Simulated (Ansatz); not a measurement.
# Formation energy and levels of the substitutional impurity Cs_Al in AlN (F-43m), part 2 of 2

Aim: at which Fermi levels does Cs_Al in AlN (F-43m) change its charge? The model is a cell of 54 host atoms with 1 Al taken out and 1 Cs put in.

Ansatz; place-levels on r2SCAN runs: charge-transition levels and formation energies with image-charge correction and potential alignment at the atomic sites; PAW set soft_1.

So far: Starting point; The runs of each charge state; place-levels, r2SCAN.

### 3. place-levels, r2SCAN (continued)

Levels between the charges placed, in eV above the valence top:

```csv
,gap (eV),(+1/0),(0/−1),(−1/−2)
r2SCAN,3.92,1.50,2.39,3.26
```

Corrections by state:

```csv
charge,moment (μB),image terms and alignment (eV),band filling (eV),ε used,"over the lowest of its charge, as the program ranks them, band filling apart (eV)"
+1,3.0,0.720,-,8.51,0.000
0,0.0,0.000,-,-,0.000
−1,1.0,-0.219,-,8.51,0.000
−2,0.0,0.066,-,8.51,0.000
+1,1.0,0.732,-,8.51,0.300
0,2.0,0.000,-,-,0.123
```

The charged structures listed were also run neutral, and place-levels reads from each pair, by the potential or the spins, how wide the charge is by which they differ; that can be the carrier of either run.

```csv
charge,rms radius (Å),spread where it is widest against the cell (Å),wide from (Å),reading
+1,1.7,0.96,1.31,narrow
−1,2.0,1.23,1.31,narrow
−2,2.1,1.20,1.31,narrow
```

The neutral runs of these pairs need not share the spin of the lowest neutral state, and very wide values only mean spread over the cell.

From the program's caveats on the states, each cut to its opening words:

- charge +1 (3 μB): its alignment with the host at atomic sites is doubtful: the mean over the far sites moves by +0.1666 eV from their farther parts to their nearer, more than [...]
- charge +1 (3 μB): the host's ions (past the first shell or, of a walk that freed a part, those that it held) aren't shown at rest: they stand up to 0.087 Å off their sites, 3.16 [...]
- charge +1 (3 μB), −1 (1 μB), +1 (1 μB), 0 (2 μB): flagged: stability check not made
- charge 0: its alignment with the host at atomic sites is doubtful: the mean over the far sites moves by +0.2799 eV from their farther parts to their nearer, more than [...]
- charge −1 (1 μB): its alignment with the host at atomic sites is doubtful: the mean over the far sites moves by +0.4823 eV from their farther parts to their nearer, more than [...]
- charge −2: it parts from the run that its charge is read beside by 2 carriers, of which the mean alone is read, by its potential at epsilon 4.64, taken for that of held [...]
- charge −2: its alignment with the host at atomic sites is doubtful: the mean over the far sites moves by +0.6610 eV from their farther parts to their nearer, more than [...]
- charge +1 (1 μB): its alignment with the host at atomic sites is doubtful: the mean over the far sites moves by +0.1466 eV from their farther parts to their nearer, more than [...]
- charge +1 (1 μB): the host's ions (past the first shell or, of a walk that freed a part, those that it held) aren't shown at rest: they stand up to 0.165 Å off their sites, 2.98 [...]
- charge 0 (2 μB): its alignment with the host at atomic sites is doubtful: the mean over the far sites moves by +0.3276 eV from their farther parts to their nearer, more than [...]

The host's formation energy from the elements is -1.603 eV per atom; it sets how far the chemical potentials can move.

Limit set by the element alone; other compounds of these elements are not counted. Chemical potentials from the elements' reference states: Al 0.00 eV, N -3.21 eV, Cs 0.00 eV. Formation energies (Al-rich), with the Fermi level at the valence top and at the conduction bottom (gap 3.92 eV):

```csv
charge,at valence top (eV),at conduction bottom (eV),correction included (eV)
+1,11.45,15.37,0.72
0,12.95,12.95,0.00
−1,15.34,11.43,-0.22
−2,18.60,10.77,0.07
```

(Fermi level (eV), lowest formation energy (eV)): (0.00, 11.45), (0.36, 11.80), (0.71, 12.16), (1.07, 12.52), (1.42, 12.87), (1.78, 12.95), (2.14, 12.95), (2.49, 12.85), (2.85, 12.49), (3.21, 12.14), (3.56, 11.48), (3.92, 10.77)

Limit set by the element alone; other compounds of these elements are not counted. Chemical potentials from the elements' reference states: N 0.00 eV, Al -3.21 eV, Cs 0.00 eV. Formation energies (N-rich), with the Fermi level at the valence top and at the conduction bottom (gap 3.92 eV):

```csv
charge,at valence top (eV),at conduction bottom (eV),correction included (eV)
+1,8.24,12.16,0.72
0,9.75,9.75,0.00
−1,12.14,8.22,-0.22
−2,15.40,7.56,0.07
```

Fermi level (eV), lowest formation energy (eV) and a bar from the least value:
```
     0.00       8.24 #########
     0.36       8.60 ##############
     0.71       8.95 ###################
     1.07       9.31 ########################
     1.42       9.67 #############################
     1.78       9.75 ##############################
     2.14       9.75 ##############################
     2.49       9.64 #############################
     2.85       9.29 ########################
     3.21       8.93 ###################
     3.56       8.27 ##########
     3.92       7.56
```

### 4. The same at the relaxations' own k-points

The relaxations' own energies give the levels at their sampling, for comparison.

The input, levels.relax_mesh.yaml:

```yaml
host:
  run: host.relax.run
states: [qm2.relax.run, qm1_M1.relax.run, q0.relax.run, q0_M2.relax.run, qp1_M1.relax.run, qp1_M3.relax.run]
chemical_potentials:
  Al:
    energy: -540.418346
    dataset: <sha256 of the dataset>
  Cs:
    energy: -5686.056881
    dataset: "<sha256 of the dataset>"
```

Run with:

```console
ansatz place-levels levels.relax_mesh.yaml -- --threads 4 --pin off --max-ram 7536MiB
```

What it wrote:

```text
(+1/0) 1.185 eV above the valence edge, 2.685 eV under the conduction edge
(0/-1) 2.510 eV above the valence edge, 1.360 eV under the conduction edge
(-1/-2) 3.244 eV above the valence edge, 0.626 eV under the conduction edge
formation energy of charge +1: +11.051 eV with the Fermi level at the valence edge
formation energy of charge 0: +12.236 eV with the Fermi level at the valence edge
formation energy of charge -1: +14.746 eV with the Fermi level at the valence edge
formation energy of charge -2: +17.990 eV with the Fermi level at the valence edge
  edges by r2scan, gap 3.870 eV; the host is sampled to repeats of 9.27 Å
[... the lines on each state left out ...]
```

The job ended after 0.19 s (4 threads of Arm Neoverse V1, shared host).

Levels between neighbouring charges, in eV above the valence top:

```csv
,gap (eV),(+1/0),(0/−1),(−1/−2)
"one point at (¼, ¼, ¼)",3.87,1.19,2.51,3.24
a 2×2×2 shifted mesh,3.92,1.50,2.39,3.26
```

Going from one point at (¼, ¼, ¼) to a 2×2×2 shifted mesh moves the levels that carry no band-filling term by up to 0.32 eV and formation energies against the elements by up to 0.71 eV.

### 5. Summary of results

```
gap of the host                                                          : 3.92 eV (r2SCAN)
level (plus 1/0)                                                         : 1.50 eV above the valence top
level (0/minus 1)                                                        : 2.39 eV above the valence top
level (minus 1/minus 2)                                                  : 3.26 eV above the valence top
lowest of the charges placed, just above the valence top (0.02 eV)       : +1
lowest of the charges placed, just below the conduction bottom (0.02 eV) : −2
lowest formation energy at mid-gap of the charges run, Al-rich           : 12.95 eV
lowest formation energy at mid-gap of the charges run, N-rich            : 9.75 eV
```

Of the charges placed (−2, −1, 0 and +1), the lowest changes at 1.50 eV (+1/0), 2.39 eV (0/−1) and 3.26 eV (−1/−2) above the valence top, in a gap of 3.92 eV. Charges above +1 and below −2 were not placed, so these runs say nothing of levels that involve them. States placed: +1 at 3 μB and 1 μB; 0 at 0 μB and 2 μB; −1 at 1 μB; −2 at 0 μB. Other spin states or structures, where not listed, weren't placed. Cs is taken at its element; compounds, which aren't counted here, bound the chemical potentials and would shift these formation energies. Going from one point at (¼, ¼, ¼) to a 2×2×2 shifted mesh moves the levels that carry no band-filling term by up to 0.32 eV and formation energies against the elements by up to 0.71 eV. The program doubts the alignment of potentials for at least one state, a sign that the cell is small. Keep in mind: r2SCAN makes the gap too small and tends to spread out bound carriers; where a gas molecule sets a chemical potential or the host's formation energy, its binding is uncorrected; spin–orbit coupling, which can matter with heavy atoms, is left out; force components of up to 0.48 eV/Å remain in a run at the final settings.

[Logs are printed without paths, hosts, clocks, repeated set-up lines and the standing remarks that a program may print on its own settings, such as how far it seeks lower states.]

[Hosts, paths, dates, database ids (printed as entryN), source tags and the programs' standing remarks are cut or masked in the printed files.]

[Where a table of states has a column of steps, it counts the stored structures, which are thinned; the runs took as many ionic steps or more.]

[A defect's name tells the site on which it was built; relaxed atoms can leave that site.]

[For some hosts the program warned that the k-mesh of the response run may be too coarse for force constants and the static dielectric constant; such warnings are not shown here.]
